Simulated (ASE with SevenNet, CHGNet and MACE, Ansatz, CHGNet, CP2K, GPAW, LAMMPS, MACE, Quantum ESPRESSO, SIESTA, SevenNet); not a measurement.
# Machine-learned potentials on Mg36Fe35Al29 (at. %) at 1400 K with crystalline order left by the classical run (69 atoms): settings against a plane-wave reference

How do the settings of machine-learned potentials change the result for Mg36Fe35Al29 (at. %) at 1400 K with crystalline order left by the classical run (69 atoms)? A plane-wave run serves as the yardstick.

Main program and level: ASE with SevenNet, CHGNet and MACE; the method is named at each step.

**1. Starting point**

The cell holds 69 atoms: 25 Mg, 24 Fe and 20 Al. Cell: a = 11.327 Å, b = 11.327 Å, c = 11.327 Å, α = 90.0°, β = 90.0°, γ = 90.0°. 69 atoms (25 Mg, 24 Fe, 20 Al) placed at random at 3.11 g/cm³, melted at 2000 K for 10 ps at fixed volume with the MEAM Al-Si-Mg-Cu-Fe potential (Jelinek et al., Phys. Rev. B 85, 245102 (2012)). Snapshot at the end of a hold of 10 ps at 1400 K and zero pressure.

The yardstick, on the same geometry:

- method: Kohn-Sham DFT, PBE, PAW, plane waves (Ansatz 0.2.0); cutoff 420 eV, Γ point, fermi-dirac smearing of 0.05 eV, spin polarised, started with 24 parallel moments, ending at 57.7 μB in the cell; PAW set soft_2
- r.m.s. force component: 0.6373 eV/Å
- longest force: 3.803 eV/Å
- pressure: -3.632 GPa
- SCF cycles: 62
- time: 3.2 min on 4 threads of Arm Neoverse V1, shared host
- CPU time: 13 min

**2. SevenNet l3i5 potential**

Method: machine-learned interatomic potential SevenNet l3i5, trained on PBE(+U) plane-wave data.

run.py

```python
import numpy as np
from ase.io import read
import mlip  # loads the published weights by name

atoms = read("structure.xyz")
atoms.calc = mlip.calc("7net-l3i5")
energy = atoms.get_potential_energy()
forces = atoms.get_forces()
print(f"energy {energy:.6f} eV")
print("forces (eV/A)")
for i, (a, f) in enumerate(zip(atoms, forces)):
    print(f"{i:4d} {a.symbol:2s} {f[0]:10.5f} {f[1]:10.5f} {f[2]:10.5f}")
stress = -atoms.get_stress(voigt=False) * 160.21766
print("stress (GPa, compression positive)")
for row in stress:
    print(" ".join(f"{x:10.4f}" for x in row))
```

structure.xyz

```xyz
69
Lattice="11.32714 0.00000 0.00000 0.00000 11.32714 0.00000 0.00000 0.00000 11.32714" Properties=species:S:1:pos:R:3 pbc="T T T"
Mg 7.54410 5.98583 9.10260
Mg 0.48831 4.38610 0.31478
Mg 9.20387 10.02701 6.69253
Mg 7.71276 2.46014 3.75936
Mg 8.42309 5.08441 6.57087
Mg 10.44102 5.72292 3.98591
Mg 5.80516 3.07113 6.26765
Mg 0.34763 10.47840 0.34548
Mg 1.56813 1.92052 2.09779
Mg 6.45704 4.57390 1.26184
Mg 9.17849 9.04778 3.99225
Mg 9.38012 2.99138 0.54144
Mg 5.59028 7.54388 1.08854
Mg 9.19061 11.26110 1.59860
Mg 8.78318 7.96819 10.54625
Mg 1.47955 0.43077 4.62000
Mg 10.14051 1.87940 8.69063
Mg 10.51023 7.72511 1.47083
Mg 6.86674 1.65002 10.78831
Mg 4.09963 11.05506 3.18474
Mg 10.23430 2.73992 5.87029
Mg 0.13593 7.30147 7.57344
Mg 5.81365 10.23781 0.80094
Mg 4.27316 1.95495 0.75473
Mg 7.74051 10.43400 9.66885
Fe 5.52583 7.68218 8.23517
Fe 6.10193 8.80402 3.97956
Fe 7.21527 0.93630 6.07407
Fe 4.07732 0.96281 9.91465
Fe 2.36624 8.59390 1.87668
Fe 0.37561 8.26134 4.29638
Fe 6.13931 5.03605 4.87701
Fe 2.36760 5.23971 9.70736
Fe 8.52707 6.01290 1.07030
Fe 4.80135 0.60747 6.20976
Fe 6.42339 1.12682 1.95031
Fe 4.53006 5.07648 7.48588
Fe 6.10057 3.69287 9.02524
Fe 3.73037 9.52261 6.81713
Fe 7.38484 7.41712 5.59402
Fe 7.97850 2.66414 7.82445
Fe 4.31462 6.75267 3.34037
Fe 9.80296 0.56047 4.18560
Fe 2.35287 6.82018 5.75237
Fe 7.55951 8.73968 1.87011
Fe 4.68332 2.79746 3.97311
Fe 2.21423 9.46609 8.88784
Fe 3.75268 8.15373 10.28063
Fe 3.15393 2.91425 6.23117
Al 3.52806 3.03296 8.81818
Al 1.80974 4.81166 7.19726
Al 4.57447 10.11853 8.87425
Al 3.05855 7.10563 8.23053
Al 6.82041 6.60350 3.28453
Al 7.35437 10.90158 3.76514
Al 6.21441 9.57132 6.39213
[... 9 atom lines left out ...]
Al 4.84779 5.43091 9.66375
Al 2.87302 8.86530 4.44273
Al 10.71457 3.04711 3.12437
Al 1.41080 1.56258 10.01342
```

The run is started by

```console
OMP_NUM_THREADS=1 python run.py > output.txt
```

Numbers of over 12 decimals in the logs are rounded to 6 here.

The program printed:

```text
energy -288.739990 eV
forces (eV/A)
   0 Mg   -0.31395   -0.61573    0.29358
   1 Mg    0.43766    0.65371    0.08804
   2 Mg    0.00405    0.34062   -0.03455
   3 Mg    0.15664    0.83513    0.28156
   4 Mg   -0.18587   -0.10418   -0.55822
   5 Mg   -0.50692    0.50976    0.18463
   6 Mg   -0.22973   -0.23717    1.02549
   7 Mg    0.19210   -0.24286   -0.18519
   8 Mg    0.42011   -0.34085   -0.39098
   9 Mg   -0.84169   -0.89751    0.09570
  10 Mg    0.05447   -0.60350    0.09633
  11 Mg   -0.84116    0.17032    0.09535
  12 Mg   -0.67153   -0.86513   -1.16329
  13 Mg   -0.83725    0.04604   -0.08251
  14 Mg    0.14546    0.20950    0.29857
  15 Mg   -0.14906   -0.03959    0.45300
  16 Mg    0.81450   -0.51064    0.84667
  17 Mg    0.98720    0.39162    0.75987
  18 Mg   -0.03680    0.39653   -0.48843
  19 Mg    0.52408    0.40734    0.14091
  20 Mg   -0.05087   -0.11361    0.14088
  21 Mg    0.05458   -0.43269    0.02947
  22 Mg   -0.58583    0.72182   -0.70909
  23 Mg   -0.38042    0.84731    1.05168
[...]
61 Al    0.92493   -1.22947    0.18336
  62 Al   -0.41758    0.67311    1.41990
  63 Al   -0.05039   -0.44441   -0.94539
  64 Al    0.09237    0.10153    0.40374
  65 Al   -1.01567    2.31599    2.14061
  66 Al    0.64523   -0.25242    0.04032
  67 Al   -0.41608   -0.39779    0.09278
  68 Al    0.93825   -0.28025    0.35006
stress (GPa, compression positive)
   -5.6282    -0.0008     0.8507
   -0.0008    -5.8827    -0.3046
    0.8507    -0.3046    -5.4191
```

The job ended after 12 s (1 thread of Arm Neoverse V1, shared host; peak memory 1 GiB).

Banners, paths, timers and routine set-up lines are dropped from the logs unmarked, and long logs keep their key lines alone; longer cuts are marked.

Compared with the plane-wave run:

```
r.m.s. force component                  : 0.6411 eV/Å
r.m.s. difference of force components   : 235.6 meV/Å
longest difference of force vectors     : 1359 meV/Å
force difference over r.m.s. force      : 36.98 %
slope of forces against the reference's : 0.9377
correlation of force components         : 0.9321
pressure                                : -5.643 GPa
pressure difference                     : -2.011 GPa
```

Length of the force difference by element (eV/Å):

```csv
element,atoms,mean,most
Al,20,0.36,0.71
Fe,24,0.47,1.4
Mg,25,0.21,0.64
```

Local excerpt of 14 atoms (numbers count through the whole input) about Mg14, picked at random; x, y, z are measured from there.

```csv
atom,x,y,z,distance (Å),Fx,Fy,Fz (eV/Å)
Mg14,0.00,0.00,0.00,0.00,-0.84,0.05,-0.08
Fe43,0.61,0.63,2.59,2.73,-0.13,-0.08,0.26
Al55,-1.84,-0.36,2.17,2.86,-0.37,0.83,0.02
Mg8,2.48,-0.78,-1.25,2.89,0.19,-0.24,-0.19
Fe45,-1.63,-2.52,0.27,3.02,1.44,-0.24,0.96
Fe36,-2.77,1.19,0.35,3.03,-0.02,0.33,0.79
Mg12,0.19,3.06,-1.06,3.24,-0.84,0.17,0.10
Mg11,-0.01,-2.21,2.39,3.26,0.05,-0.60,0.10
Mg19,-2.32,1.72,-2.14,3.59,-0.04,0.40,-0.49
Mg23,-3.38,-1.02,-0.80,3.62,-0.59,0.72,-0.71
Mg4,-1.48,2.53,2.16,3.64,0.16,0.84,0.28
Mg25,-1.45,-0.83,-3.26,3.66,-0.14,0.14,-0.63
Mg18,1.32,-3.54,-0.13,3.78,0.99,0.39,0.76
Al68,1.52,3.11,1.53,3.79,-0.42,-0.40,0.09
```

Atoms are counted from 1 here, from 0 in the log.

Forces lie 37 % from the reference's, at 0.014 times its CPU time (on 1 against 4 cores).

**3. CHGNet 0.3.0 potential**

Method: machine-learned interatomic potential CHGNet 0.3.0, trained on PBE(+U) plane-wave data.

Edit run.py of step 2 so:

```diff
@@ -5,3 +5,3 @@
 atoms = read("structure.xyz")
-atoms.calc = mlip.calc("7net-l3i5")
+atoms.calc = mlip.calc("chgnet-0.3.0")
 energy = atoms.get_potential_energy()
```

structure.xyz is that of step 2.

The program printed:

```text
CHGNet v0.3.0 initialized with 412,525 parameters
CHGNet will run on cpu
energy -291.846100 eV
forces (eV/A)
   0 Mg    0.07696   -0.35655    0.25857
   1 Mg    0.52730    0.54343    0.03674
   2 Mg    0.00327    0.40270    0.02580
   3 Mg    0.10086    0.79674    0.20002
   4 Mg   -0.08330   -0.16439   -0.55086
   5 Mg   -0.60007    0.39489    0.11743
   6 Mg    0.19560    0.47286    0.72537
   7 Mg    0.09549   -0.08523   -0.11147
   8 Mg    0.35979   -0.25686   -0.66104
   9 Mg   -0.81377   -1.12830   -0.09738
  10 Mg    0.20829   -0.88854   -0.05380
  11 Mg   -0.66642    0.00052    0.10310
  12 Mg   -0.64652   -0.60987   -1.04524
  13 Mg   -0.71463    0.16512   -0.17182
  14 Mg    0.17724    0.24519    0.45073
  15 Mg   -0.40878    0.13682    0.50770
  16 Mg    0.45021   -0.50221    0.68381
  17 Mg    0.62731    0.17561    0.72965
  18 Mg    0.10829    0.45148   -0.43058
  19 Mg    0.66603    0.43948   -0.03927
  20 Mg   -0.10142   -0.20996    0.07740
  21 Mg   -0.09447   -0.31877   -0.00470
  22 Mg   -0.39076    0.78971   -0.65771
  23 Mg   -0.38186    0.65599    0.89919
[...]
61 Al    0.55003   -1.22395    0.18504
  62 Al   -0.62362    0.70797    1.60735
  63 Al   -0.26921   -0.27345   -1.21538
  64 Al   -0.09516    0.06660    0.59591
  65 Al   -0.82868    2.06443    2.51267
  66 Al    0.51010   -0.10329    0.12572
  67 Al   -0.49881   -0.81568    0.11129
  68 Al    0.94417   -0.24436    0.54232
stress (GPa, compression positive)
   -3.7053     0.1354     0.7665
    0.1354    -4.2719    -0.0405
    0.7665    -0.0405    -3.9502
```

Run time: 5.5 s. Hardware: 1 thread; peak memory 0.81 GiB.

Against the reference:

```yaml
r_m_s_force_component: 0.6884 eV/Å
r_m_s_difference_of_force_components: 209.7 meV/Å
longest_difference_of_force_vectors: 1187 meV/Å
force_difference_over_r_m_s_force: 32.9 %
slope_of_forces_against_the_reference_s: 1.029
correlation_of_force_components: 0.9529
pressure: -3.976 GPa
pressure_difference: -0.3433 GPa
```

Against the first run (37 %), the force difference from the reference is 33 %, at 0.43 times the CPU time.

**4. MACE MPA-0 medium potential**

Method: machine-learned interatomic potential MACE MPA-0 medium, trained on PBE(+U) plane-wave data.

Edit run.py of step 3 so:

```diff
@@ -5,3 +5,3 @@
 atoms = read("structure.xyz")
-atoms.calc = mlip.calc("chgnet-0.3.0")
+atoms.calc = mlip.calc("mace-mpa-0-medium")
 energy = atoms.get_potential_energy()
```

structure.xyz is that of step 3.

The program printed:

```text
energy -289.989590 eV
forces (eV/A)
   0 Mg   -0.08184   -0.57445    0.21818
   1 Mg    0.45984    0.56580    0.01710
   2 Mg    0.11701    0.26788    0.09532
   3 Mg    0.09721    0.79675    0.37296
   4 Mg   -0.08757   -0.26824   -0.47688
   5 Mg   -0.53469    0.34655    0.23923
   6 Mg    0.01496    0.07694    0.72090
   7 Mg    0.00666   -0.18832   -0.22929
   8 Mg    0.36332   -0.26057   -0.45191
   9 Mg   -0.86896   -1.07972    0.09983
  10 Mg    0.14188   -0.77971   -0.22702
  11 Mg   -0.73703    0.03503    0.17191
  12 Mg   -0.62118   -0.66079   -0.93872
  13 Mg   -0.64934    0.09891   -0.17712
  14 Mg    0.30351    0.30634    0.30408
  15 Mg   -0.19421   -0.06377    0.54732
  16 Mg    0.73261   -0.47540    0.76365
  17 Mg    0.86971    0.26451    0.66750
  18 Mg    0.10248    0.53809   -0.38313
  19 Mg    0.45559    0.46398   -0.02077
  20 Mg   -0.13307   -0.15979    0.08655
  21 Mg   -0.32964   -0.34961    0.14419
  22 Mg   -0.46256    0.66190   -0.62989
  23 Mg   -0.44817    0.53671    0.72655
[...]
61 Al    0.49978   -1.12374    0.23056
  62 Al   -0.56688    0.63301    1.45201
  63 Al   -0.20744   -0.30568   -0.89699
  64 Al    0.12970    0.11208    0.50886
  65 Al   -0.72807    2.31229    2.77172
  66 Al    0.31334   -0.00733   -0.06839
  67 Al   -0.53729   -0.46738    0.12525
  68 Al    0.75162   -0.12984    0.32692
stress (GPa, compression positive)
   -3.9961     0.2780     0.7726
    0.2780    -4.7386     0.0309
    0.7726     0.0309    -3.9821
```

Wall time 9.9 s (1 thread); peak memory 0.87 GiB.

Numbers from this run, and their distance from the reference:

| Item | Value |
| --- | --- |
| r.m.s. force component | 0.6368 eV/Å |
| r.m.s. difference of force components | 112.9 meV/Å |
| longest difference of force vectors | 401.2 meV/Å |
| force difference over r.m.s. force | 17.72 % |
| slope of forces against the reference's | 0.9836 |
| correlation of force components | 0.9843 |
| pressure | -4.239 GPa |
| pressure difference | -0.6064 GPa |

Against the first run (37 %), the force difference from the reference is 18 %, at 0.82 times the CPU time.

**5. The ladder**

Differences are against the plane-wave reference, forces as r.m.s. over components; share is that over the reference's r.m.s. force, slope the least-squares factor from reference forces to these. Total energies of different programs have different zeros and aren't compared.

```csv
run,"Δ force, r.m.s. (meV/Å)",share (%),slope,Δ pressure (GPa),cores,CPU time,memory (GiB)
reference,-,-,-,-,4,13 min,3.4
SevenNet l3i5 potential,236,37.0,0.938,-2.01,1,11 s,1.0
CHGNet 0.3.0 potential,210,32.9,1.029,-0.343,1,4.6 s,0.81
MACE MPA-0 medium potential,113,17.7,0.984,-0.606,1,8.8 s,0.87
```

Times of the machine-learned potentials are mostly Python's start and the loading of weights.

CPU time is summed over cores on a shared host, where runs went side by side, so it is rough. Symmetry, cutoffs, thresholds, outputs and thread counts weren't matched or tuned between programs; memory under MPI is the largest rank's times the ranks.

**6. What came out**

| Property | Result |
| --- | --- |
| nearest in forces | MACE MPA-0 medium potential, 18 % |
| its CPU time | 8.8 s |

In words: Machine-learned potentials differ by 18 % (MACE MPA-0 medium potential) to 37 % (SevenNet l3i5 potential); they were trained on other programs' data. The frame stands for 1400 K, but pressures are static and levels are smeared at 580 K, under the temperature of the frame, which matters where levels are partly filled. Machine-learned potentials mimic data converged in k, so the reference's own k-point error enters their differences. In the spin-polarised runs the search for a state of lower energy was switched off. The network of bonds at the start is that of the classical potential that made the cell, and needn't be the one that DFT or experiment would give. The run was spin polarised, started with 24 parallel moments, ending at 57.7 μB in the cell; that starting order needn't be the real material's, and it bears on forces, charges and levels. The electronic-structure runs sample only Γ, in a cell whose shortest periodic width is 11 Å, which is coarse for a cell with partly filled levels.

[Also dropped from logs without a mark: logging warnings of Python, and SIESTA's first energy breakdown and zero terms.]

[Logs are printed without paths, hosts, clocks, repeated set-up lines and the standing remarks that a program may print on its own settings, such as how far it seeks lower states.]

[Hosts, paths, dates, database ids (printed as entryN), source tags and the programs' standing remarks are cut or masked in the printed files.]
